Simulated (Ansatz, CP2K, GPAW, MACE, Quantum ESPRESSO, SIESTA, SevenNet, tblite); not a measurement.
# Which run comes nearest? Coherent Mg-rich inclusion in Li2O (96 atoms)

The cell holds 96 atoms: 32 O, 56 Li and 8 Mg. Cell: a = 9.220 Å, b = 9.220 Å, c = 9.220 Å, α = 90.0°, β = 90.0°, γ = 90.0°. It derives from Li2O (antifluorite-type), repeated 2×2×2. Antifluorite-type Li2O (a = 4.61 Å), 2 x 2 x 2 conventional cells, Li replaced by Mg within 3.22 Å of the centre; not relaxed, displaced by a Gaussian of 0.02 Å. Then every atom was moved at random, 0.03 Å r.m.s. a Cartesian component. Nearest the centre at fractional (0.515, 0.517, 0.522): O85 at 0.33 Å, Mg86 at 1.65 Å, Mg42 at 1.87 Å, Mg69 at 1.88 Å, Mg84 at 1.97 Å, Mg23 at 2.08 Å, Mg53 at 2.15 Å, Mg32 at 2.16 Å.

Geometry: as built.

The reference, a calculation:

| Item | Value |
| --- | --- |
| method | Kohn-Sham DFT, PBE, SSSP efficiency 1.3.0 pseudopotentials, plane waves (Quantum ESPRESSO 7.5); sssp-pbe-1.3.0-efficiency, cutoffs 60/480 Ry, Γ point |
| r.m.s. force component | 0.7445 eV/Å |
| longest force | 3.951 eV/Å |
| pressure | 12.54 GPa |
| time | 1.9 min on 4 MPI ranks of Arm Neoverse V1, shared host |
| CPU time | 7.6 min |

Runs, in no order:
A. SIESTA PBE, DZ, shift 0.01 Ry, mesh 500 Ry: Kohn-Sham DFT, PBE, PseudoDojo 0.4.1 norm-conserving pseudopotentials (converted to PSML), numerical atomic orbitals (DZ), diagonalisation
B. GPAW PBE, LCAO sz(dzp), h 0.18 Å: Kohn-Sham DFT, PBE, PAW, atomic orbitals (sz(dzp))
C. SIESTA PBE, DZP, shift 0.01 Ry, mesh 700 Ry: Kohn-Sham DFT, PBE, PseudoDojo 0.4.1 norm-conserving pseudopotentials (converted to PSML), numerical atomic orbitals (DZP), diagonalisation
D. GPAW PBE, LCAO dzp, h 0.22 Å: Kohn-Sham DFT, PBE, PAW, atomic orbitals (dzp)

**Question.** Rank the runs by how far their forces lie from the reference's, least first.

C, D, A, B.

```tsv
run	Δ force, r.m.s. (meV/Å)	share of r.m.s. force (%)	CPU time
C. SIESTA PBE, DZP, shift 0.01 Ry, mesh 700 Ry	58.9	7.92	35 min
D. GPAW PBE, LCAO dzp, h 0.22 Å	127	17.0	5.5 min
A. SIESTA PBE, DZ, shift 0.01 Ry, mesh 500 Ry	230	30.9	3.4 min
B. GPAW PBE, LCAO sz(dzp), h 0.18 Å	345	46.3	2.4 min
```

The electronic-structure runs sample only Γ, in a cell whose shortest periodic width is 9 Å.

[Logs are printed without paths, hosts, clocks, repeated set-up lines and the standing remarks that a program may print on its own settings, such as how far it seeks lower states.]

[Hosts, paths, dates, database ids (printed as entryN), source tags and the programs' standing remarks are cut or masked in the printed files.]
